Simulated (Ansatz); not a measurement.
## A hypothetical structure for InPb3C

Starting from a made-up structure for InPb3C, the aim is the relaxed cell, its shortest contacts and, where a second run follows, its electronic structure.

Method: DFT, r2SCAN, plane-wave PAW, files of the set soft_1, scalar-relativistic, no spin, cell and ions relaxed at zero pressure; PAW set soft_1, in the first sound run; inputs show where later runs differ, in Ansatz 0.2.0.

## (1) The starting structure

The structure is cubic, space group Pm-3m (No. 221). The conventional cell has a = 4.972 Å, b = 4.972 Å, c = 4.972 Å, α = 90.00°, β = 90.00°, γ = 90.00°. Nearest to Pb lie 2 C at 2.49 Å and 4 In at 3.52 Å and 8 Pb at 3.52 Å. Nearest to In lie 12 Pb at 3.52 Å. Nearest to C lie 6 Pb at 2.49 Å. Farther neighbours are not listed.

## (2) Relaxation of the guess

The guess takes its coordinates from another compound and its volume from a rule, so the cell and any free coordinates are relaxed together.

Input file input.yaml:

```yaml
crystal:
  lattice:
    - [4.972, 0.0, 0.0]
    - [0.0, 4.972, 0.0]
    - [0.0, 0.0, 4.972]
  atoms:
    - { symbol: Pb, position: [0.0, 0.5, 0.5] }
    - { symbol: Pb, position: [0.5, 0.0, 0.5] }
    - { symbol: Pb, position: [0.5, 0.5, 0.0] }
    - { symbol: In, position: [0.0, 0.0, 0.0] }
    - { symbol: C, position: [0.5, 0.5, 0.5] }
kpoints:
  mp_grid: { grid: [6, 6, 6] }
scf:
  occupations: { method: fermi_dirac, width: 0.05 }
hamiltonian:
  xc: r2scan
  pseudopotentials: { kind: paw, azcp: { folder: soft_1 } }
relax:
  f_tol: 0.015
  max_steps: 70
  cell: {}
output:
  forces: true
  stress: true
```

Command:

```bash
$ ansatz run input.yaml --threads 4 --pin off --max-ram 8192MiB --backend cpu --events-out ev --progress --plain --runs-dir out
```

Numbers of over 12 decimals in the logs are rounded to 6 here.

What it wrote:

```text
Engine: ansatz 0.2.0, x86_64-unknown-linux-gnu
Pseudopotentials: kind: paw
Pseudopotential: Pb, paw, valence charge 14, recommended cutoff 500 eV (meta_gga), soft_1/Pb.paw.azcp
Pseudopotential: In, paw, valence charge 13, recommended cutoff 500 eV (meta_gga), soft_1/In.paw.azcp
Pseudopotential: C, paw, valence charge 4, recommended cutoff 500 eV (meta_gga), soft_1/C.paw.azcp
Functional definition: r2SCAN
  parameter k0 = 0.174
  parameter k1 = 0.065
  parameter a1 = 4.9479
  exchange = r2scan_x(k0 = k0, k1 = k1, a1 = a1)
  correlation = r2scan_c
Crystal: 5 atoms, lattice volume = 122.912 Å³
Basis set: ecut = 500 eV, 3119 PW (Γ), exchange–correlation on 160×160×160 points (64 copies of the dense FFT grid, shifted against one another)
Bands: 36, of which v1, the nominal top of the filled ones, is band 30 counted from 1 (29 counted from 0)
Symmetry: 48 space group operations
Space group: Pm-3m (ITA 221), of the structure as read, at distance tolerance 5.0e-5 Å
k-points: 20 of 216
Non-local potential: Pb, projectors of the file, l = 0: 2, l = 1: 2, l = 2: 2, l = 3: 1
Non-local potential: In, projectors of the file, l = 0: 2, l = 1: 2, l = 2: 2, l = 3: 1
Non-local potential: C, projectors of the file, l = 0: 2, l = 1: 2, l = 2: 1
PAW form: soft (Blöchl's): semilocal exchange-correlation on the pseudo side does not see the compensation charge
PAW frozen core: Pb, regenerated for the run's functional (the file was generated under x = pbe(κ = 0.804, μ = 0.219515), c = pbe(β = 0.066725))
PAW frozen core: In, regenerated for the run's functional (the file was generated under x = pbe(κ = 0.804, μ = 0.219515), c = pbe(β = 0.066725))
PAW frozen core: C, regenerated for the run's functional (the file was generated under x = pbe(κ = 0.804, μ = 0.219515), c = pbe(β = 0.066725))
PAW one-centre angular grid: Pb, 590 points (default); XC on 160 Gauss nodes
PAW one-centre angular grid: In, 590 points (default); XC on 160 Gauss nodes
PAW one-centre angular grid: C, 302 points (default); XC on 219 of its mesh's 2255 points in the sphere
Initial density: superposition of atomic densities (chi_scale 0.1, normalization cell, long waves kept (reshape's long-wave potential 0.01 eV rms))
Initial wavefunctions: pseudopotential atomic-orbital guess
Functional: x = r2scan, c = r2scan; τ floored in thin density (d = 2e-4 eV/Å³)
SCF iter   1: F=—  HF=-41628.998100 eV  |F-HF|=—  |Δ(HF+E_count)|=         —  Δρ=4.74e-2  dr2=5.75e0  dr2_τ=2.74e-1  ethr=3.10e-3  ⟨swp⟩=8.8  Hψ=3279  notcnv=0  defer=1
preconditioner: auto → Kerker (q_TF=auto, 2.414 Å⁻¹)  [metal: Δε(μ)=0.014 eV  Ē_g=15.698 eV  σ=0.050 eV  W_gap=0.07  n_scr=26 (ndim 8)  ℏωp=25.7 eV  f_vac=0.000  D(μ)=5.03/eV (n_scr^D=32)]
SCF iter   2: F=—  HF=-41627.984396 eV  |F-HF|=—  |Δ(HF+E_count)|=    1.01e0  Δρ=1.79e-2  dr2=8.86e-1  dr2_τ=1.26e-1  ethr=3.10e-3  ⟨swp⟩=3.0  Hψ=1242  notcnv=0  defer=21
SCF iter   3: F=—  HF=-41627.854283 eV  |F-HF|=—  |Δ(HF+E_count)|=   1.30e-1  Δρ=1.06e-2  dr2=3.31e-1  dr2_τ=1.32e-3  ethr=1.50e-3  ⟨swp⟩=2.2  Hψ=860  notcnv=0  defer=23
SCF iter   4: F=—  HF=-41627.773645 eV  |F-HF|=—  |Δ(HF+E_count)|=   8.06e-2  Δρ=1.94e-3  dr2=1.63e-2  dr2_τ=2.38e-4  ethr=5.61e-4  ⟨swp⟩=3.5  Hψ=1194  notcnv=0  defer=23
SCF iter   5: F=—  HF=-41627.772452 eV  |F-HF|=—  |Δ(HF+E_count)|=   1.19e-3  Δρ=6.07e-4  dr2=6.11e-4  dr2_τ=8.63e-6  ethr=2.77e-5  ⟨swp⟩=2.1  Hψ=927  notcnv=0  defer=23
SCF iter   6: F=—  HF=-41627.772730 eV  |F-HF|=—  |Δ(HF+E_count)|=   2.78e-4  Δρ=1.71e-4  dr2=3.37e-5  dr2_τ=1.00e-6  ethr=1.04e-6  ⟨swp⟩=2.0  Hψ=985  notcnv=0  defer=23
SCF iter   7: F=—  HF=-41627.772775 eV  |F-HF|=—  |Δ(HF+E_count)|=   4.53e-5  Δρ=3.89e-5  dr2=4.23e-6  dr2_τ=1.04e-7  ethr=5.71e-8  ⟨swp⟩=2.0  Hψ=899  notcnv=0  defer=23
SCF iter   8: F=—  HF=-41627.772778 eV  |F-HF|=—  |Δ(HF+E_count)|=   2.58e-6  Δρ=1.31e-5  dr2=3.54e-7  dr2_τ=4.63e-9  ethr=7.17e-9  ⟨swp⟩=2.0  Hψ=884  notcnv=0  defer=23
SCF iter   9: F=-41627.772778 eV  HF=-41627.772778 eV  |F-HF|=5.00e-8  |Δ(HF+E_count)|=   3.80e-7  Δρ=5.34e-6  dr2=5.16e-8  dr2_τ=6.91e-10  ethr=1.69e-10  ⟨swp⟩=5.1  Hψ=2688  notcnv=0
SCF 1 converged in 9 iterations: F = -41627.772778 eV  dr2 = 5.16e-8
  greatest PAW one-centre occupation: 0.980 electrons in one spin orbital (limit 2), on the In atom at site 3 (counted from 0), in its partial waves of l = 2
relax step   1: F+E_penalty+E_count = -41627.77277821 eV  Δ(F+E_penalty+E_count) = +0.000e0 eV  max|allowed force component| = 3.773e-29 eV/Å  Δτ_max = 0.0000 Å  P = +3.569 GPa  Ω = 122.912 Å³  (9 SCF iters, dr2 threshold 1.00e-7 eV, accepted)
Crystal: 5 atoms, lattice volume = 135.701 Å³
Basis set: ecut = 500 eV, 3407 PW (Γ), exchange–correlation on 160×160×160 points (64 copies of the dense FFT grid, shifted against one another)
Initial density: handed on by an earlier stage of this run
Initial wavefunctions: those handed on with the density
iter 1 solved again at ethr=6.37e-5 eV; its pass at ethr=3.10e-3 eV (dr2=3.76e-2 eV) is discarded
SCF iter   1: F=—  HF=-41627.078831 eV  |F-HF|=—  |Δ(HF+E_count)|=         —  Δρ=3.61e-3  dr2=3.95e-2  dr2_τ=2.17e-1  ethr=6.37e-5  ⟨swp⟩=1.8  Hψ=4632  notcnv=0
preconditioner: auto → Kerker (q_TF=auto, 2.375 Å⁻¹)  [metal: Δε(μ)=0.057 eV  Ē_g=15.594 eV  σ=0.050 eV  W_gap=0.28  n_scr=26 (ndim 8)  ℏωp=24.5 eV  f_vac=0.000  D(μ)=4.04/eV (n_scr^D=26)]
SCF iter   2: F=—  HF=-41627.849533 eV  |F-HF|=—  |Δ(HF+E_count)|=   7.71e-1  Δρ=4.70e-3  dr2=5.80e-2  dr2_τ=9.55e-4  ethr=6.37e-5  ⟨swp⟩=3.0  Hψ=1535  notcnv=0
SCF iter   3: F=—  HF=-41627.842338 eV  |F-HF|=—  |Δ(HF+E_count)|=   7.19e-3  Δρ=1.78e-3  dr2=9.93e-3  dr2_τ=1.34e-3  ethr=6.37e-5  ⟨swp⟩=2.3  Hψ=1077  notcnv=0  defer=3
SCF iter   4: F=—  HF=-41627.842893 eV  |F-HF|=—  |Δ(HF+E_count)|=   5.54e-4  Δρ=1.55e-3  dr2=9.80e-3  dr2_τ=1.55e-4  ethr=1.68e-5  ⟨swp⟩=1.1  Hψ=743  notcnv=0  defer=3
SCF iter   5: F=—  HF=-41627.842995 eV  |F-HF|=—  |Δ(HF+E_count)|=   1.02e-4  Δρ=1.61e-3  dr2=9.58e-3  dr2_τ=2.01e-4  ethr=1.66e-5  ⟨swp⟩=1.0  Hψ=705  notcnv=0  defer=3
SCF iter   6: F=—  HF=-41627.842350 eV  |F-HF|=—  |Δ(HF+E_count)|=   6.45e-4  Δρ=1.07e-3  dr2=4.17e-3  dr2_τ=9.15e-5  ethr=1.62e-5  ⟨swp⟩=1.0  Hψ=713  notcnv=0  defer=3
SCF iter   7: F=—  HF=-41627.841945 eV  |F-HF|=—  |Δ(HF+E_count)|=   4.05e-4  Δρ=5.02e-4  dr2=9.24e-4  dr2_τ=2.17e-5  ethr=7.07e-6  ⟨swp⟩=1.1  Hψ=714  notcnv=0  defer=3
SCF iter   8: F=—  HF=-41627.841853 eV  |F-HF|=—  |Δ(HF+E_count)|=   9.15e-5  Δρ=1.71e-4  dr2=1.09e-4  dr2_τ=2.69e-6  ethr=1.57e-6  ⟨swp⟩=1.6  Hψ=727  notcnv=0  defer=3
SCF iter   9: F=—  HF=-41627.841838 eV  |F-HF|=—  |Δ(HF+E_count)|=   1.57e-5  Δρ=2.99e-5  dr2=3.44e-6  dr2_τ=8.14e-8  ethr=1.85e-7  ⟨swp⟩=1.9  Hψ=767  notcnv=0  defer=4
SCF iter  10: F=-41627.841838 eV  HF=-41627.841838 eV  |F-HF|=2.39e-8  |Δ(HF+E_count)|=   5.60e-8  Δρ=3.35e-6  dr2=1.32e-8  dr2_τ=5.50e-10  ethr=8.47e-10  ⟨swp⟩=3.6  Hψ=2548  notcnv=0
SCF 2 converged in 10 iterations: F = -41627.841838 eV  dr2 = 1.32e-8
  greatest PAW one-centre occupation: 0.981 electrons in one spin orbital (limit 2), on the In atom at site 3 (counted from 0), in its partial waves of l = 2
relax step   2: F+E_penalty+E_count = -41627.84183753 eV  Δ(F+E_penalty+E_count) = -6.906e-2 eV  max|allowed force component| = 7.481e-30 eV/Å  Δτ_max = 0.0000 Å  P = -1.402 GPa  Ω = 135.701 Å³  energy of the carried Pulay correction = -7.074e-4 eV  (10 SCF iters, dr2 threshold 5.00e-7 eV, accepted)
Crystal: 5 atoms, lattice volume = 131.833 Å³
iter 1 solved again at ethr=4.63e-6 eV; its pass at ethr=3.10e-3 eV (dr2=2.73e-3 eV) is discarded
SCF iter   1: F=—  HF=-41627.796167 eV  |F-HF|=—  |Δ(HF+E_count)|=         —  Δρ=1.00e-3  dr2=2.46e-3  dr2_τ=1.73e-2  ethr=4.63e-6  ⟨swp⟩=2.8  Hψ=4123  notcnv=0
preconditioner: auto → Kerker (q_TF=auto, 2.386 Å⁻¹)  [metal: Δε(μ)=0.017 eV  Ē_g=15.618 eV  σ=0.050 eV  W_gap=0.09  n_scr=26 (ndim 8)  ℏωp=24.8 eV  f_vac=0.000  D(μ)=4.39/eV (n_scr^D=26)]
SCF iter   2: F=—  HF=-41627.861566 eV  |F-HF|=—  |Δ(HF+E_count)|=   6.54e-2  Δρ=1.06e-3  dr2=2.87e-3  dr2_τ=2.30e-5  ethr=4.17e-6  ⟨swp⟩=2.0  Hψ=1440  notcnv=0
SCF iter   3: F=—  HF=-41627.861223 eV  |F-HF|=—  |Δ(HF+E_count)|=   3.44e-4  Δρ=4.37e-4  dr2=6.14e-4  dr2_τ=6.64e-5  ethr=4.17e-6  ⟨swp⟩=2.0  Hψ=858  notcnv=0
SCF iter   4: F=—  HF=-41627.861405 eV  |F-HF|=—  |Δ(HF+E_count)|=   1.82e-4  Δρ=6.99e-4  dr2=1.69e-3  dr2_τ=5.17e-5  ethr=1.04e-6  ⟨swp⟩=2.0  Hψ=861  notcnv=0  recentre
SCF iter   5: F=—  HF=-41627.861299 eV  |F-HF|=—  |Δ(HF+E_count)|=   1.06e-4  Δρ=4.79e-4  dr2=7.96e-4  dr2_τ=2.47e-5  ethr=1.04e-6  ⟨swp⟩=1.4  Hψ=730  notcnv=0
SCF iter   6: F=—  HF=-41627.861228 eV  |F-HF|=—  |Δ(HF+E_count)|=   7.12e-5  Δρ=2.60e-4  dr2=2.37e-4  dr2_τ=7.39e-6  ethr=1.04e-6  ⟨swp⟩=1.1  Hψ=723  notcnv=0
SCF iter   7: F=—  HF=-41627.861213 eV  |F-HF|=—  |Δ(HF+E_count)|=   1.43e-5  Δρ=1.18e-4  dr2=4.74e-5  dr2_τ=1.54e-6  ethr=4.01e-7  ⟨swp⟩=1.3  Hψ=729  notcnv=0
SCF iter   8: F=—  HF=-41627.861209 eV  |F-HF|=—  |Δ(HF+E_count)|=   4.75e-6  Δρ=2.15e-5  dr2=1.63e-6  dr2_τ=4.85e-8  ethr=8.04e-8  ⟨swp⟩=1.9  Hψ=782  notcnv=0
SCF iter   9: F=-41627.861208 eV  HF=-41627.861208 eV  |F-HF|=1.40e-7  |Δ(HF+E_count)|=   8.00e-8  Δρ=7.47e-6  dr2=1.76e-7  dr2_τ=6.18e-9  ethr=8.47e-10  ⟨swp⟩=3.2  Hψ=2413  notcnv=0
SCF 3 converged in 9 iterations: F = -41627.861208 eV  dr2 = 1.76e-7
relax step   3: F+E_penalty+E_count = -41627.86120836 eV  Δ(F+E_penalty+E_count) = -1.937e-2 eV  max|allowed force component| = 1.203e-29 eV/Å  Δτ_max = 0.0000 Å  P = -0.155 GPa  Ω = 131.833 Å³  energy of the carried Pulay correction = -5.009e-4 eV  (9 SCF iters, dr2 threshold 5.00e-7 eV, accepted)
Crystal: 5 atoms, lattice volume = 131.369 Å³
Basis set: ecut = 500 eV, 3287 PW (Γ), exchange–correlation on 160×160×160 points (64 copies of the dense FFT grid, shifted against one another)
iter 1 solved again at ethr=6.38e-8 eV; its pass at ethr=3.10e-3 eV (dr2=3.77e-5 eV) is discarded
SCF iter   1: F=—  HF=-41627.860448 eV  |F-HF|=—  |Δ(HF+E_count)|=         —  Δρ=1.16e-4  dr2=3.55e-5  dr2_τ=2.61e-4  ethr=6.38e-8  ⟨swp⟩=3.1  Hψ=3792  notcnv=0
preconditioner: auto → Kerker (q_TF=auto, 2.388 Å⁻¹)  [metal: Δε(μ)=0.079 eV  Ē_g=15.634 eV  σ=0.050 eV  W_gap=0.34  n_scr=26 (ndim 8)  ℏωp=24.9 eV  f_vac=0.000  D(μ)=4.50/eV (n_scr^D=32)]
SCF iter   2: F=—  HF=-41627.861453 eV  |F-HF|=—  |Δ(HF+E_count)|=   1.01e-3  Δρ=1.44e-4  dr2=5.23e-5  dr2_τ=7.11e-7  ethr=6.02e-8  ⟨swp⟩=2.0  Hψ=1316  notcnv=0
SCF iter   3: F=—  HF=-41627.861447 eV  |F-HF|=—  |Δ(HF+E_count)|=   6.10e-6  Δρ=6.22e-5  dr2=1.30e-5  dr2_τ=1.46e-6  ethr=6.02e-8  ⟨swp⟩=2.1  Hψ=880  notcnv=0
SCF iter   4: F=—  HF=-41627.861449 eV  |F-HF|=—  |Δ(HF+E_count)|=   2.22e-6  Δρ=8.65e-5  dr2=2.56e-5  dr2_τ=7.78e-7  ethr=2.20e-8  ⟨swp⟩=2.0  Hψ=827  notcnv=0
SCF iter   5: F=—  HF=-41627.861447 eV  |F-HF|=—  |Δ(HF+E_count)|=   2.02e-6  Δρ=4.82e-5  dr2=8.18e-6  dr2_τ=2.40e-7  ethr=2.20e-8  ⟨swp⟩=1.4  Hψ=730  notcnv=0
SCF iter   6: F=—  HF=-41627.861446 eV  |F-HF|=—  |Δ(HF+E_count)|=   7.33e-7  Δρ=2.51e-5  dr2=2.20e-6  dr2_τ=6.65e-8  ethr=1.39e-8  ⟨swp⟩=1.1  Hψ=721  notcnv=0
SCF iter   7: F=—  HF=-41627.861446 eV  |F-HF|=—  |Δ(HF+E_count)|=   2.14e-7  Δρ=9.70e-6  dr2=3.35e-7  dr2_τ=1.01e-8  ethr=3.72e-9  ⟨swp⟩=1.5  Hψ=744  notcnv=0
SCF iter   8: F=-41627.861446 eV  HF=-41627.861446 eV  |F-HF|=1.66e-8  |Δ(HF+E_count)|=   3.50e-8  Δρ=2.38e-6  dr2=1.97e-8  dr2_τ=6.10e-10  ethr=1.01e-10  ⟨swp⟩=3.9  Hψ=2410  notcnv=0
SCF 4 converged in 8 iterations: F = -41627.861446 eV  dr2 = 1.97e-8
relax step   4: F+E_penalty+E_count = -41627.86144608 eV  Δ(F+E_penalty+E_count) = -2.377e-4 eV  max|allowed force component| = 4.891e-30 eV/Å  Δτ_max = 0.0000 Å  P = +0.008 GPa  Ω = 131.369 Å³  energy of the carried Pulay correction = -4.757e-4 eV  (8 SCF iters, dr2 threshold 5.97e-8 eV, accepted)
Initial wavefunctions: pseudopotential atomic-orbital guess (no wavefunctions were taken with the density)
iter 1 solved again at ethr=2.98e-8 eV; its pass at ethr=3.10e-3 eV (dr2=1.76e-5 eV) is discarded
SCF iter   1: F=—  HF=-41627.858875 eV  |F-HF|=—  |Δ(HF+E_count)|=         —  Δρ=3.65e-4  dr2=3.72e-6  dr2_τ=2.94e-6  ethr=2.98e-8  ⟨swp⟩=4.0  Hψ=5724  notcnv=0
preconditioner: auto → Kerker (q_TF=auto, 2.388 Å⁻¹)  [metal: Δε(μ)=0.079 eV  Ē_g=15.635 eV  σ=0.050 eV  W_gap=0.33  n_scr=26 (ndim 8)  ℏωp=24.9 eV  f_vac=0.000  D(μ)=4.51/eV (n_scr^D=32)]
SCF iter   2: F=—  HF=-41627.861139 eV  |F-HF|=—  |Δ(HF+E_count)|=   2.26e-3  Δρ=1.85e-4  dr2=9.47e-7  dr2_τ=1.25e-5  ethr=6.31e-9  ⟨swp⟩=2.0  Hψ=1276  notcnv=0
SCF iter   3: F=—  HF=-41627.862087 eV  |F-HF|=—  |Δ(HF+E_count)|=   9.48e-4  Δρ=6.23e-6  dr2=1.26e-8  dr2_τ=8.05e-9  ethr=1.61e-9  ⟨swp⟩=2.0  Hψ=1316  notcnv=0
SCF iter   4: F=—  HF=-41627.862088 eV  |F-HF|=—  |Δ(HF+E_count)|=   7.73e-7  Δρ=1.90e-6  dr2=4.34e-9  dr2_τ=1.49e-10  ethr=2.13e-11  ⟨swp⟩=2.2  Hψ=1325  notcnv=0
SCF iter   5: F=—  HF=-41627.862088 eV  |F-HF|=—  |Δ(HF+E_count)|=   1.79e-8  Δρ=7.90e-7  dr2=2.46e-9  dr2_τ=1.07e-10  ethr=7.36e-12  ⟨swp⟩=2.0  Hψ=1262  notcnv=0
SCF iter   6: F=—  HF=-41627.862088 eV  |F-HF|=—  |Δ(HF+E_count)|=  3.27e-10  Δρ=4.26e-7  dr2=3.46e-10  dr2_τ=3.20e-11  ethr=4.17e-12  ⟨swp⟩=2.0  Hψ=903  notcnv=0
SCF iter   7: F=-41627.862088 eV  HF=-41627.862088 eV  |F-HF|=1.46e-11  |Δ(HF+E_count)|=  3.78e-10  Δρ=1.15e-7  dr2=3.31e-11  dr2_τ=5.61e-13  ethr=1.00e-12  ⟨swp⟩=3.6  Hψ=2541  notcnv=0
SCF 5 converged in 7 iterations: F = -41627.862088 eV  dr2 = 3.31e-11
relax step   5: F+E_penalty+E_count = -41627.86208810 eV  Δ(F+E_penalty+E_count) = -6.420e-4 eV  max|allowed force component| = 1.302e-29 eV/Å  Δτ_max = 0.0000 Å  P = +0.015 GPa  Ω = 131.369 Å³  stress off target by 1.54e-2 GPa  SCF on the basis re-selected at this cell (its energy is not comparable with the rows above)  (7 SCF iters)
basis re-selected at this cell: Δ(F+E_penalty+E_count) = -6.420e-4 eV, ΔP = +0.007 GPa vs the last step (what re-selecting the basis moved, of the pressure what is left beyond the Pulay correction that the steps carried, after the strain that the cell walked since its last selection, with what the two solves' SCF thresholds leave and, on support functions, any second-order correction that the steps lacked; it is no m [...]
SCF converged after 7 iterations
Free energy (F): -41627.862088 eV
Harris-Foulkes:  -41627.862088 eV  (|F-HF|=1.46e-11)
Internal energy: -41627.824959 eV  (E = F + TS)
E sigma→0 (E₀):  -41627.843523 eV
Entropy (-TS):   -0.037130 eV (-7.426 meV/atom)
Fermi energy:    9.768891 eV
--- Per-component energies (eV) ---
  E_band       = -187.698334
  E_kinetic    = 1171.344268
  E_local      = -4221.768052  (includes V_loc(G=0)·N_el)
  E_nonlocal   = 1270.778536
  E_hartree    = 1639.727969
  E_xc         = -755.191892
  E_vxc        = -607.928204  (∫ρ·V_xc dr)
  E_paw        = -35595.321494  (= ΣΔE_a)
  E_vpaw       = -1122.316250  (= ΣTr[D̂ρ^β])
  E_aug_tail   = -0.000071  (compensation charges beyond the density's cutoff)
  E_vtau       = 42.735385  (kinetic-family band-sum trace: ∫τ·v_τ [+ j·A + Jᵃ·Aᵃ] dr)
  E_ewald      = -5141.230904
  E_core_change = 3.836681  (= ΣΔE_core)
  E_smearing   = -0.037130  (= −TS)
  E_closure    = 0.000000  (closes the sum)
  Σ components = -41627.862088   (vs F -41627.862088, Δ=0.00e0)
--- Forces (eV/Å), atoms counted from 1 ---
  atom   1  Pb     0.00000000    -0.00000000     0.00000000
  atom   2  Pb    -0.00000000    -0.00000000    -0.00000000
  atom   3  Pb    -0.00000000    -0.00000000    -0.00000000
  atom   4  In     0.00000000     0.00000000    -0.00000000
  atom   5  C     -0.00000000     0.00000000    -0.00000000
  max |Σ_I F_I| component: 2.96e-29 eV/Å
--- Stress (GPa, compression-positive) ---
        0.015438      -0.000000       0.000000
       -0.000000       0.015438       0.000000
        0.000000       0.000000       0.015438
  P = ⅓ Tr σ = 0.0154 GPa (0.154 kbar)
--- Relaxed structure (4 steps of the walk, 4 accepted, 1 SCFs on fresh bases) ---
  F+E_penalty+E_count = -41627.86208810 eV   max|allowed force component| = 1.302e-29 eV/Å   (the final SCF, on the basis selected at the relaxed cell)
  cell:  # Å, volume = 131.3689 Å³
    - [5.083516, 0, 0]
    - [0, 5.083516, 0]
    - [0, 0, 5.083516]
  atoms:
    - { symbol: Pb, position: [0, 0.5, 0.5] }
    - { symbol: Pb, position: [0.5, 0, 0.5] }
    - { symbol: Pb, position: [0.5, 0.5, 0] }
    - { symbol: In, position: [0, 0, 0] }
    - { symbol: C, position: [0.5, 0.5, 0.5] }
```

Elapsed: 11 s, on 4 threads of AMD EPYC 9B14 (Zen 4), shared host; peak memory 0.84 GiB.

Step by step:

```
step  energy less that of the first step (eV)  largest force component (eV/Å)  pressure (GPa)  volume (Å³)
   1                                   0.0000                          0.0000            3.57       122.91
   2                                  -0.0691                          0.0000           -1.40       135.70
   3                                  -0.0884                          0.0000           -0.15       131.83
   4                                  -0.0887                          0.0000            0.01       131.37
  5*                                  -0.0893                          0.0000            0.02       131.37
```

Relaxation steps marked * repeat the geometry before them on a plane-wave basis chosen anew for their cell, so energy and pressure can jump there.

The run keeps the 48 symmetry operations that it works with, so distortions that break them were not tested.

```
conventional cell, symmetrised  before  after  change
                         a (Å)   4.972  5.084  +2.2 %
                         b (Å)   4.972  5.084  +2.2 %
                         c (Å)   4.972  5.084  +2.2 %
              volume (Å³/atom)   24.58  26.27  +6.9 %
```

This step gave:

```
free energy             : -41627.8621 eV
energy at zero smearing : -41627.8435 eV
smearing term TS        : 0.03713 eV
Fermi energy            : 9.769 eV
electrons               : 59
symmetry operations     : 48
pressure                : 0.01544 GPa
```

The shortest distance of each pair, which need not be the same contact before and after:

```
 pair  guess (Å)  relaxed (Å)
 C–Pb      2.486        2.542
Pb–Pb      3.516        3.595
In–Pb      3.516        3.595
 C–In      4.306        4.402
In–In      4.972        5.084
```

The relaxation ends with a pressure of 0.02 GPa.

[end of part 1 of 2]

[Logs are printed without paths, hosts, clocks, repeated set-up lines and the standing remarks that a program may print on its own settings, such as how far it seeks lower states.]

[Hosts, paths, dates, database ids (printed as entryN), source tags and the programs' standing remarks are cut or masked in the printed files.]
